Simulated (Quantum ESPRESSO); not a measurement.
# How biaxial strain moves the moments of FeCo

How does biaxial strain change the magnetic state of FeCo?

Calculated with Quantum ESPRESSO 7.5; PBE; plane waves with GBRV 1.5 PBE potentials, no spin-orbit coupling.

This is a report of a sequence of runs, with most program output left out.

## Step 1: The starting structure

It takes space group Pm-3m (No. 221, cubic). Conventional cell: a = 2.857 Å, b = 2.857 Å, c = 2.857 Å, α = 90.00°, β = 90.00°, γ = 90.00°. Nearest to Fe lie 8 Co at 2.47 Å. Co has 8 Fe at 2.47 Å nearest. Farther neighbours are not listed.

The lattice constants were typed from memory of published values and not checked against a source.

## Step 2: Biaxial 0.97, ferro ++

Lengths in the Cartesian xy plane scale by the factor; z is kept. Atoms keep their fractional places. Seeded atoms are those given a starting moment.

pw.in

```
&CONTROL
  calculation = 'scf'
  prefix = 'pwscf'
  outdir = './tmp'
  pseudo_dir = './pseudo'
  disk_io = 'nowf'
  tprnfor = .true.
  tstress = .true.
/
&SYSTEM
  ibrav = 0
  celldm(1) = 8
  nat = 2
  ntyp = 2
  ecutwfc = 40
  ecutrho = 280
  nbnd = 26
  occupations = 'smearing'
  smearing = 'fd'
  degauss = 0.00367493
  nspin = 2
  starting_magnetization(1) = 0.175
  starting_magnetization(2) = 0.1176
/
&ELECTRONS
  conv_thr = 4d-09
  electron_maxstep = 150
  mixing_beta = 0.3
/
ATOMIC_SPECIES
Fe     55.8450 fe_pbe_v1.5.uspp.F.UPF
Co     58.9332 co_pbe_v1.2.uspp.F.UPF
CELL_PARAMETERS alat
   0.6546223889893    0.0000000000000    0.0000000000000
   0.0000000000000    0.6546223889893    0.0000000000000
   0.0000000000000    0.0000000000000    0.6748684422570
ATOMIC_POSITIONS crystal
Fe      0.0000000000    0.0000000000    0.0000000000
Co      0.5000000000    0.5000000000    0.5000000000
K_POINTS automatic
12 12 12 0 0 0
```

Started as:

```
$ OMP_NUM_THREADS=1 mpirun -n 4 pw.x -nk 4 -in pw.in > pw.out
```

Elapsed: 46 s, on 4 MPI ranks of Arm Neoverse V2, shared host; peak memory 0.34 GiB; 3.1 min of CPU time.

Spin moment in the atom's sphere by atom:

```
atom  spin moment in the atom's sphere (μB)
 Fe1                                   2.77
 Co2                                   1.84
```

This step gave:

| Property | Result |
| --- | --- |
| smearing term TS | 0.009800 eV |
| pressure | 10.50 GPa |
| magnetization | 4.513 μB |
| absolute magnetization | 4.769 μB |
| final state | ferromagnetic |

## Step 3: Biaxial 0.97, no spin polarisation

pw.in, as its differences from that of step 2:

```diff
@@ -16,3 +16,3 @@
   ecutrho = 280
-  nbnd = 26
+  nbnd = 24
   occupations = 'smearing'
@@ -20,5 +20,2 @@
   degauss = 0.00367493
-  nspin = 2
-  starting_magnetization(1) = 0.175
-  starting_magnetization(2) = 0.1176
 /
```

The job ended after 17 s (4 MPI ranks; peak memory 0.27 GiB; 68 s of CPU time).

Numbers from this step:

```yaml
smearing_term_ts: 0.06191 eV
pressure: -9.946 GPa
final_state: non-magnetic (no spin polarisation)
```

## Step 4: Biaxial 1.03, ferro ++

pw.in, as its differences from that of step 3:

```diff
@@ -16,3 +16,3 @@
   ecutrho = 280
-  nbnd = 24
+  nbnd = 26
   occupations = 'smearing'
@@ -20,2 +20,5 @@
   degauss = 0.00367493
+  nspin = 2
+  starting_magnetization(1) = 0.175
+  starting_magnetization(2) = 0.1176
 /
@@ -30,4 +33,4 @@
 CELL_PARAMETERS alat
-   0.6546223889893    0.0000000000000    0.0000000000000
-   0.0000000000000    0.6546223889893    0.0000000000000
+   0.6951144955247    0.0000000000000    0.0000000000000
+   0.0000000000000    0.6951144955247    0.0000000000000
    0.0000000000000    0.0000000000000    0.6748684422570
```

Run time: 44 s. Hardware: 4 MPI ranks; peak memory 0.36 GiB.

Read from the output:

* smearing term TS: 0.009591 eV
* pressure: -11.51 GPa
* magnetization: 4.69 μB
* absolute magnetization: 5.014 μB
* final state: ferromagnetic
* largest moment: 2.930 μB

## Step 5: Trends

The runs not shown differ from these in the moved quantity alone.

States, by row:

```
biaxial       ferro ++  no spin polarisation
   0.97  ferromagnetic          non-magnetic
   0.98  ferromagnetic          non-magnetic
   0.99  ferromagnetic          non-magnetic
      1  ferromagnetic          non-magnetic
   1.01  ferromagnetic          non-magnetic
   1.02  ferromagnetic          non-magnetic
   1.03  ferromagnetic          non-magnetic
```

The largest site moment, ferro ++ by biaxial:

```
biaxial (factor)  largest site moment, ferro ++ (μB)
          0.9700                                2.77
          0.9800                                2.79
          0.9900                                2.82
          1.0000                                2.84
          1.0100                                2.87
          1.0200                                2.90
          1.0300                                2.93
```

The energy less that of the parallel start, no spin polarisation by biaxial:

```
biaxial (factor)  energy less that of the parallel start, no spin polarisation (meV a seeded atom)
          0.9700                                                                               566
          0.9800                                                                               599
          0.9900                                                                               629
          1.0000                                                                               657
          1.0100                                                                               683
          1.0200                                                                               706
          1.0300                                                                               728
```

The energy over the lowest by biaxial; values in meV an atom:

```
biaxial (factor)  ferro ++  no spin polarisation
          0.9700      19.4                   586
          0.9800      6.10                   605
          0.9900         0                   629
          1.0000     0.385                   658
          1.0100      6.77                   689
          1.0200      18.5                   725
          1.0300      35.2                   763
```

## Step 6: Results

```json
{
 "moment, parallel start": "2.77 to 2.93 μB",
 "states met from these starts": "ferromagnetic"
}
```

What this shows: The moment of the parallel start goes from 2.77 μB at 0.97 to 2.93 μB at 1.03. The net moment of the cell goes from 4.51 to 4.69 μB. The radius of the spheres follows the nearest distance, so part of the change of the site moments is the spheres'. Only a parallel start was run beside the spinless one, so opposed or spiral orders, which may lie lower, are not probed.

[Logs and program files are shortened in this print: banners, set-up blocks, solver, clock and traceback lines can be left out without a mark of their own.]

[Logs are printed without paths, hosts, clocks, repeated set-up lines and the standing remarks that a program may print on its own settings, such as how far it seeks lower states.]

[Hosts, paths, dates, database ids (printed as entryN), source tags and the programs' standing remarks are cut or masked in the printed files.]

[Where a cell is said to come from a database of computed structures, the database is the Materials Project.]
